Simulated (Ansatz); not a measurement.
# Σ9 (221) boundary in fcc Ir, starting shift (0.5, 0): structure and resistance, part 2 of 3

Aim: the relaxed structure and the specific resistance of the Σ9 (221) boundary in fcc Ir, starting shift (0.5, 0).

Ansatz 0.2.0; Ansatz plane-wave DFT, PBE, PAW files; relaxation of a bicrystal slab with its lowest layers held; PAW set soft_1 (the session's first sound run).

So far. Step 2 (Relaxing the bicrystal): The largest force component on a free atom ends at 0.029 eV/Å, under the tolerance of 0.03, after 16 steps.

### Step 3. Transmission across the boundary

Bulk layers of each grain are laid under and over the relaxed boundary, and a lead is named in the middle of each, away from the free faces. The mesh across the current, 24×8, is finer than the density's, because channels open and close sharply across the zone. Energies from -0.1 to 0.1 eV in steps of 0.05 eV are too few for the program's thermal sum, so it prints no conductance; for a metal the transmission near the Fermi level serves, at a fraction of the cost.

This step: Ansatz plane-wave DFT, PBE, PAW files; ballistic transport by layer matching (Landauer), zero bias; boundary relaxed in a short slab, bulk layers laid on; PAW set soft_1 (Ansatz 0.2.0).

System of this step: Σ9 (221) boundary in fcc Ir, starting shift (0.5, 0). The cell holds 68 atoms: 68 Ir. Its edges and angles: a = 2.715 Å, b = 8.145 Å, c = 51.433 Å, α = 90.0°, β = 90.0°, γ = 90.0°. It derives from Ir. Regions: lower grain, 27 atoms (27 Ir); boundary, 19 atoms (19 Ir); upper grain, 22 atoms (22 Ir). Vacuum lies along c.

The input, input.yaml:

```yaml
crystal:
  lattice:
    - [2.7148657757, 0.0, 0.0]
    - [0.0, 8.1445973271, 0.0]
    - [0.0, 0.0, 51.4333182336]
  atoms:
    - { symbol: Ir, position: [-17.9999999995, -9.9999999999, 0.0777705996] }
    - { symbol: Ir, position: [-17.4999999995, -9.7222222222, 0.0902119513] }
    - { symbol: Ir, position: [-16.9999999995, -9.4444444444, 0.102653303] }
    - { symbol: Ir, position: [-16.4999999996, -9.1666666666, 0.1150946547] }
    - { symbol: Ir, position: [-15.9999999996, -8.8888888888, 0.1275360063] }
    - { symbol: Ir, position: [-15.4999999996, -8.6111111111, 0.139977358] }
    - { symbol: Ir, position: [-14.9999999996, -8.3333333333, 0.1524187097] }
    - { symbol: Ir, position: [-14.4999999996, -8.0555555555, 0.1648600614] }
    - { symbol: Ir, position: [-13.9999999997, -7.7777777777, 0.177301413] }
    - { symbol: Ir, position: [-13.4999999997, -7.5, 0.1897427647] }
    - { symbol: Ir, position: [-12.9999999997, -7.2222222222, 0.2021841164] }
    - { symbol: Ir, position: [-12.4999999997, -6.9444444444, 0.2146254681] }
    - { symbol: Ir, position: [-11.9999999997, -6.6666666666, 0.2270668197] }
    - { symbol: Ir, position: [-11.4999999997, -6.3888888889, 0.2395081714] }
    - { symbol: Ir, position: [-10.9999999998, -6.1111111111, 0.2519495231] }
    - { symbol: Ir, position: [-10.4999999998, -5.8333333333, 0.2643908748] }
    - { symbol: Ir, position: [-9.9999999998, -5.5555555555, 0.2768322264] }
    - { symbol: Ir, position: [-9.4999999998, -5.2777777778, 0.2892735781] }
    - { symbol: Ir, position: [-8.9999999998, -5.0, 0.3017149298] }
    - { symbol: Ir, position: [-8.4999999999, -4.7222222222, 0.3141562815] }
    - { symbol: Ir, position: [-7.9999999999, -4.4444444444, 0.3265976331] }
    - { symbol: Ir, position: [-7.4999999999, -4.1666666667, 0.3390389848] }
    - { symbol: Ir, position: [-6.9999999999, -3.8888888889, 0.3514803365] }
    - { symbol: Ir, position: [-6.4999999999, -3.6111111111, 0.3639216882] }
    - { symbol: Ir, position: [-5.9999999999, -3.3333333333, 0.3763630399] }
    - { symbol: Ir, position: [-5.5, -3.0555555556, 0.3888043915] }
    - { symbol: Ir, position: [-5.0, -2.7777777778, 0.4012457432] }
    - { symbol: Ir, position: [0.5, 0.5, 0.4136870949] }
    - { symbol: Ir, position: [0.0, 0.7803883097, 0.426230075] }
    - { symbol: Ir, position: [0.5, 0.0570934283, 0.4387312547] }
    - { symbol: Ir, position: [0.0, 0.3346574648, 0.4508963787] }
    - { symbol: Ir, position: [0.5, 0.6129832471, 0.4630310823] }
    - { symbol: Ir, position: [0.0, 0.8874406757, 0.4772120993] }
    - { symbol: Ir, position: [0.5, 0.1693585921, 0.4888656811] }
    - { symbol: Ir, position: [0.0, 0.4463174126, 0.5000446763] }
    - { symbol: Ir, position: [0.5, 0.7185807662, 0.5155124028] }
    - { symbol: Ir, position: [0.0, 0.0091974869, 0.5256217225] }
    - { symbol: Ir, position: [0.0, 0.5076298754, 0.5486425386] }
    - { symbol: Ir, position: [0.5, 0.2171132211, 0.5592132409] }
    - { symbol: Ir, position: [0.0, -0.0552916307, 0.5741967622] }
    - { symbol: Ir, position: [0.5, 0.6699643951, 0.5851960969] }
    - { symbol: Ir, position: [0.0, 0.3877692986, 0.5971379547] }
    - { symbol: Ir, position: [0.5, 0.1106386321, 0.6109226422] }
    - { symbol: Ir, position: [0.0, -0.1689085765, 0.6237443337] }
    - { symbol: Ir, position: [0.5, 0.5542484811, 0.6353023399] }
    - { symbol: Ir, position: [0.0, 0.2772840231, 0.6485196635] }
    - { symbol: Ir, position: [-4.5, -3.0004937547, 0.6609610152] }
    - { symbol: Ir, position: [-5.0, -3.2782715325, 0.6734023669] }
    - { symbol: Ir, position: [-5.4999999999, -3.5560493102, 0.6858437185] }
    - { symbol: Ir, position: [-5.9999999999, -3.833827088, 0.6982850702] }
    - { symbol: Ir, position: [-6.4999999999, -4.1116048658, 0.7107264219] }
    - { symbol: Ir, position: [-6.9999999999, -4.3893826436, 0.7231677736] }
    - { symbol: Ir, position: [-7.4999999999, -4.6671604213, 0.7356091252] }
    - { symbol: Ir, position: [-7.9999999999, -4.9449381991, 0.7480504769] }
    - { symbol: Ir, position: [-8.4999999998, -5.2227159769, 0.7604918286] }
    - { symbol: Ir, position: [-8.9999999998, -5.5004937547, 0.7729331803] }
    - { symbol: Ir, position: [-9.4999999998, -5.7782715324, 0.7853745319] }
    - { symbol: Ir, position: [-9.9999999998, -6.0560493102, 0.7978158836] }
    - { symbol: Ir, position: [-10.4999999998, -6.333827088, 0.8102572353] }
    - { symbol: Ir, position: [-10.9999999997, -6.6116048658, 0.822698587] }
    - { symbol: Ir, position: [-11.4999999997, -6.8893826435, 0.8351399386] }
    - { symbol: Ir, position: [-11.9999999997, -7.1671604213, 0.8475812903] }
    - { symbol: Ir, position: [-12.4999999997, -7.4449381991, 0.860022642] }
    - { symbol: Ir, position: [-12.9999999997, -7.7227159769, 0.8724639937] }
    - { symbol: Ir, position: [-13.4999999997, -8.0004937546, 0.8849053453] }
    - { symbol: Ir, position: [-13.9999999996, -8.2782715324, 0.897346697] }
    - { symbol: Ir, position: [-14.4999999996, -8.5560493102, 0.9097880487] }
    - { symbol: Ir, position: [-14.9999999996, -8.833827088, 0.9222294004] }
kpoints:
  mp_grid: { grid: [9, 3, 1] }
hamiltonian:
  xc: pbe
  pseudopotentials: { kind: paw, azcp: { folder: soft_1 } }
scf:
  occupations: { method: fermi_dirac, width: 0.1 }
output:
  transmission:
    leads: [[14, 15], [55, 56]]
    kmesh: [24, 8]
    e_range: [-0.1, 0.1]
    de: 0.05
  write_potential: true
  write_density: true
  volumetric_format: npy
  elf: true
```

On the command line:

```
ansatz run input.yaml --threads 4 --pin off --max-ram 15360MiB --backend cpu --events-out ev --progress --plain --runs-dir out
```

Numbers of over 12 decimals in the logs are rounded to 6 here.

The log of the run:

```text
[...]
Crystal: 68 atoms, lattice volume = 1137.267 Å³
Basis set: ecut = 420 eV, 22433 PW (Γ)
Bands: 694, of which v1, the nominal top of the filled ones, is band 578 counted from 1 (577 counted from 0)
Symmetry: 2 space group operations
[...]
k-points: 10 of 27 (time reversal used)
[...]
SCF iter  12: F=-811695.907424 eV  HF=-811695.907424 eV  |F-HF|=2.92e-8  |Δ(HF+E_count)|=   7.10e-9  Δρ=1.32e-6  dr2=4.42e-8  ethr=8.65e-12  ⟨swp⟩=12.1  Hψ=19091  notcnv=0
SCF 1 converged in 12 iterations: F = -811695.907424 eV  dr2 = 4.42e-8
[...]
transmission: 472 of 4680 steps passed
transmission: 936 of 4680 steps passed
[...]
transmission: 4680 of 4680 steps passed
WARN: The input density's exchange-correlation potential varies sharply where the density is thin. Do not read a vacuum level from v_tot or v_xc, or from such a field of the output density. On a cell that repeats whose density bears no net charge and no dipole along the vacuum's axis use v_es (v_loc + v_h of the components); under efield.dipole_correction with no amplitude use v_es + v_field, which holds any external [...]
SCF converged after 12 iterations
Free energy (F): -811695.907424 eV
[...]
Internal energy: -811693.671552 eV  (E = F + TS)
E sigma→0 (E₀):  -811694.789488 eV
Entropy (-TS):   -2.235871 eV (-32.880 meV/atom)
Fermi energy:    20.950775 eV
[...]
--- Band table (eV; the first three rows and the last of 10) ---
  k-point 0: bands = [... 574 lower, 20.5788, 20.5922, 20.6017, 20.6702, 20.6908, 20.7316, 20.7351, 20.7391, ... 112 higher]
  k-point 1: bands = [... 574 lower, 20.3647, 20.3945, 20.4669, 20.4862, 20.5057, 20.5544, 20.5745, 20.5979, ... 112 higher]
  k-point 2: bands = [... 574 lower, 20.3929, 20.4108, 20.4608, 20.5148, 20.5573, 20.6215, 20.6354, 20.7028, ... 112 higher]
  k-point 9: bands = [... 574 lower, 21.7169, 21.7299, 21.7463, 21.7638, 21.7725, 21.7799, 21.7838, 21.7982, ... 112 higher]
--- Transmission ---
  basis      : 199 plane waves across, 72 finite elements along
  points     : 65, standing for a mesh of 24 x 8
  energies   : 5 from -0.100000 to 0.100000 eV about the Fermi level, 0.050000 eV apart; the leads are filled to 0.000000 eV, and channels, transmission and decay are at 0.000000 eV
  crystal 0  : Ir4, at the sites [14, 15], period 2.5596 Å, over 17.92 Å; its Hamiltonian steps by up to 21.3 meV
    offset         : up to 0.0000 Å between an atom of the period and one for which it stands
    channels       : 5.562500e0 a spin
    conductance    : none, the energies end too early or step too widely for 300 K: set another output.transmission.e_range or a lower de, or, where they end at an eighth of basis.ecutwfc, a higher one
[...]
channels       : 5.583333e0 a spin
[...]
junction   : crystal 0 to crystal 1, 12.64 to 38.15 Å
    transmission   : 2.382334e0 a spin
[...]
```

The job ended after 20 min (4 threads of Arm Neoverse V2, shared host; peak memory 9.2 GiB).

This step gave:

* free energy: -811695.9074 eV
* energy at zero smearing: -811694.7895 eV
* Fermi energy: 20.95 eV
* cell area: 22.11 Å²
* transmission per spin nearest the Fermi level: 2.382
* open channels per spin nearest the Fermi level: 5.562
* open channels per spin, upper lead: 5.583
* step of the lead's potential: 21.3 meV
* step of the upper lead's potential: 20.1 meV

Per spin. Transmission, zone mean against energy, zero at the Fermi level:

```
energy (eV)  transmission, zone mean
    -0.1000                     2.36
    -0.0500                     2.40
     0.0000                     2.38
     0.0500                     2.42
     0.1000                     2.46
```

Per spin. The open channels, zone mean by energy, zero at the Fermi level:

```
energy (eV)  lead  upper lead
    -0.1000  5.49        5.49
    -0.0500  5.58        5.58
     0.0000  5.56        5.58
     0.0500  5.70        5.72
     0.1000  5.76        5.78
```

Transmission over k1 and k2. At 0.0000 eV from the Fermi level.

Ten even steps from '0' (0.15) to '9' (4.23):
```
444465565467776456556444
433305567869996876550333
443445556667976665554434
354147733479997433774145
443445556667976665554434
433305567869996876550333
444465565467776456556444
044484533387778333548444
```
Columns: k1 (b1) from -0.5 to 0.458; rows upwards: k2 (b2) from -0.5 to 0.375.

Open channels over k1 and k2. At 0.0000 eV from the Fermi level.

Ten even steps from '_' (2.00) to '@' (8.00):
```
****++%%@@********++**********++********@@%%++**
------++..++++****%%**%%%%%%**%%****++++..++----
------++--++++++********@@********++++++--++----
__------++****----++%%@@@@@@%%++----****++------
------++--++++++********@@********++++++--++----
------++..++++****%%**%%%%%%**%%****++++..++----
****++%%@@********++**********++********@@%%++**
--******@@**********@@******@@**********@@******
```
Columns: k1 (b1) from -0.5 to 0.458; rows upwards: k2 (b2) from -0.5 to 0.375.

ELF in the cb plane at fractional x = 0.000, with atoms of Ir within 0.2 Å of it. It is the smooth field of the valence electrons, not physical close to the nuclei.

Values, 12 rows by 16 columns, each cell a mean:
```
0.21 0.32 0.31 0.37 0.31 0.51 0.44 0.30 0.37 0.30 0.32 0.21 0.11 0.05 0.01 0.00
0.27 0.32 0.20 0.28 0.30 0.47 0.36 0.41 0.53 0.31 0.29 0.26 0.10 0.02 0.00 0.00
0.32 0.30 0.22 0.31 0.28 0.24 0.30 0.37 0.52 0.33 0.49 0.44 0.14 0.02 0.00 0.00
0.36 0.39 0.41 0.31 0.25 0.21 0.33 0.27 0.30 0.29 0.50 0.46 0.17 0.04 0.00 0.00
0.29 0.48 0.48 0.29 0.37 0.29 0.32 0.19 0.27 0.30 0.36 0.33 0.24 0.06 0.01 0.00
0.31 0.43 0.39 0.37 0.53 0.36 0.30 0.27 0.31 0.27 0.21 0.35 0.29 0.09 0.01 0.00
0.31 0.23 0.30 0.33 0.54 0.36 0.43 0.48 0.29 0.26 0.23 0.34 0.30 0.11 0.02 0.00
0.28 0.20 0.32 0.27 0.30 0.29 0.46 0.49 0.32 0.47 0.32 0.30 0.29 0.14 0.03 0.00
0.36 0.30 0.32 0.21 0.25 0.32 0.34 0.34 0.35 0.52 0.38 0.33 0.36 0.16 0.04 0.00
0.52 0.41 0.29 0.28 0.29 0.30 0.19 0.30 0.30 0.49 0.32 0.47 0.52 0.20 0.05 0.00
0.53 0.40 0.40 0.52 0.30 0.28 0.22 0.33 0.26 0.26 0.29 0.44 0.51 0.19 0.04 0.00
0.30 0.29 0.42 0.52 0.32 0.43 0.37 0.31 0.23 0.25 0.32 0.29 0.26 0.12 0.03 0.00
```
Columns run along c (16.0 Å, from fractional 0.69 to 1.00 of the cell), rows up along b (8.1 Å). Atoms in or near the plane, at fractional coordinates: Ir at (0.70, 0.17), Ir at (0.72, 0.61), Ir at (0.75, 0.06), Ir at (0.77, 0.50), Ir at (0.80, 0.94), Ir at (0.82, 0.39), Ir at (0.85, 0.83), Ir at (0.87, 0.28), Ir at (0.90, 0.72), Ir at (0.92, 0.17).

Electrostatic potential energy in the cb plane at fractional x = 0.000, with atoms of Ir within 0.2 Å of it. With pseudopotentials it is smooth inside the atoms' cores, unlike the true potential.

Values in eV, 12 rows by 16 columns, each cell a mean:
```
 22  20  13   0  13 -45 -20  14   1  19  21  24  25  26  26  26
 20  19  22  21  19 -17   0  -9 -46  11  15  19  25  26  26  26
 10  20  21  20  21  20  20  -3 -37  11 -27 -12  24  26  26  26
  4  -7  -6  20  21  22  19  19  12  17 -38 -22  24  26  26  26
 16 -35 -34  16   0  17  20  23  21  20   3  10  25  26  26  26
 20  -9  -8   3 -48   1  16  16  20  21  22  21  25  26  26  26
 20  20  19   8 -40   4 -17 -24  19  20  22  20  24  26  26  26
 21  23  19  20  12  18 -27 -35  13 -19  10  21  23  26  26  26
  1  14  20  22  22  20   7   3   5 -51  -6  11   5  24  26  26
-45 -12  18  15  20  20  22  20  15 -21   8 -21 -38  19  26  26
-36  -6  -6 -33  16  19  21  19  21  19  20 -13 -29  20  26  26
 13  18 -14 -45  11 -14   3  20  22  22  20  18  14  24  26  26
```
Columns run along c (16.0 Å, from fractional 0.69 to 1.00 of the cell; values clipped at the 3rd and 97th percentile), rows up along b (8.1 Å). Atoms in or near the plane, at fractional coordinates: Ir at (0.70, 0.17), Ir at (0.72, 0.61), Ir at (0.75, 0.06), Ir at (0.77, 0.50), Ir at (0.80, 0.94), Ir at (0.82, 0.39), Ir at (0.85, 0.83), Ir at (0.87, 0.28), Ir at (0.90, 0.72), Ir at (0.92, 0.17).

Valence density in the cb plane at fractional x = 0.000, with atoms of Ir within 0.2 Å of it. It is the smooth field of the valence electrons, not physical close to the nuclei.

Values in e/Å³, 12 rows by 16 columns, each cell a mean:
```
0.2 0.4 0.7 1.4 0.6 7.0 3.6 0.6 1.4 0.4 0.3 0.1 0.1 0.0 0.0 0.0
0.3 0.4 0.2 0.3 0.4 3.0 1.5 2.3 6.9 0.8 0.5 0.3 0.0 0.0 0.0 0.0
0.8 0.4 0.3 0.4 0.3 0.3 0.4 1.8 5.4 0.8 4.2 2.7 0.1 0.0 0.0 0.0
1.2 2.1 2.0 0.4 0.3 0.2 0.4 0.4 0.7 0.5 6.0 3.8 0.1 0.0 0.0 0.0
0.5 5.5 5.3 0.5 1.4 0.5 0.4 0.2 0.3 0.4 1.3 0.9 0.1 0.0 0.0 0.0
0.4 2.3 2.2 1.3 7.3 1.5 0.5 0.5 0.4 0.3 0.2 0.3 0.1 0.0 0.0 0.0
0.4 0.3 0.4 1.0 5.7 1.2 3.1 3.8 0.4 0.4 0.3 0.4 0.2 0.0 0.0 0.0
0.3 0.2 0.4 0.3 0.7 0.4 4.4 5.4 0.6 3.0 0.9 0.3 0.2 0.0 0.0 0.0
1.3 0.6 0.4 0.2 0.3 0.4 1.0 1.2 1.1 8.0 2.1 0.8 1.1 0.1 0.0 0.0
6.7 2.7 0.4 0.6 0.3 0.4 0.2 0.3 0.6 3.4 0.9 3.8 5.8 0.2 0.0 0.0
5.3 2.0 2.0 4.9 0.5 0.4 0.3 0.4 0.3 0.4 0.3 2.9 4.5 0.2 0.0 0.0
0.7 0.4 2.9 6.9 0.7 2.6 1.4 0.3 0.3 0.3 0.4 0.4 0.5 0.1 0.0 0.0
```
Columns run along c (16.0 Å, from fractional 0.69 to 1.00 of the cell), rows up along b (8.1 Å). Atoms in or near the plane, at fractional coordinates: Ir at (0.70, 0.17), Ir at (0.72, 0.61), Ir at (0.75, 0.06), Ir at (0.77, 0.50), Ir at (0.80, 0.94), Ir at (0.82, 0.39), Ir at (0.85, 0.83), Ir at (0.87, 0.28), Ir at (0.90, 0.72), Ir at (0.92, 0.17).

Over the solved energies the transmission per spin lies between 2.36 and 2.46, out of 5.62 channels of the lead on average (up to 5.76).

### Step 4. Specific resistance

This step: Ansatz plane-wave DFT, PBE, PAW files; ballistic transport by layer matching (Landauer), zero bias; specific resistance of the boundary; PAW set soft_1 (Ansatz 0.2.0).

Numbers from this step:

* area resistance: 0.6790 fΩ m²
* T over the leads' mean channel count: 0.4277

Averaged over the energies near the Fermi level, 42.8 % of the channels pass, which makes 0.679 fΩ m².

By hand, with T and the leads' channels N averaged over the energies near the Fermi level: RA = A (h/2e²)(1/T − ½[1/N₁ + 1/N₂]) = 22.11×10⁻²⁰ m² × 12 906 Ω × (1/2.406 − ½[1/5.619 + 1/5.631]) = 0.679 fΩ m².

(Continued in part 3 of 3.)

[Logs are printed without paths, hosts, clocks, repeated set-up lines and the standing remarks that a program may print on its own settings, such as how far it seeks lower states.]

[Hosts, paths, dates, database ids (printed as entryN), source tags and the programs' standing remarks are cut or masked in the printed files.]
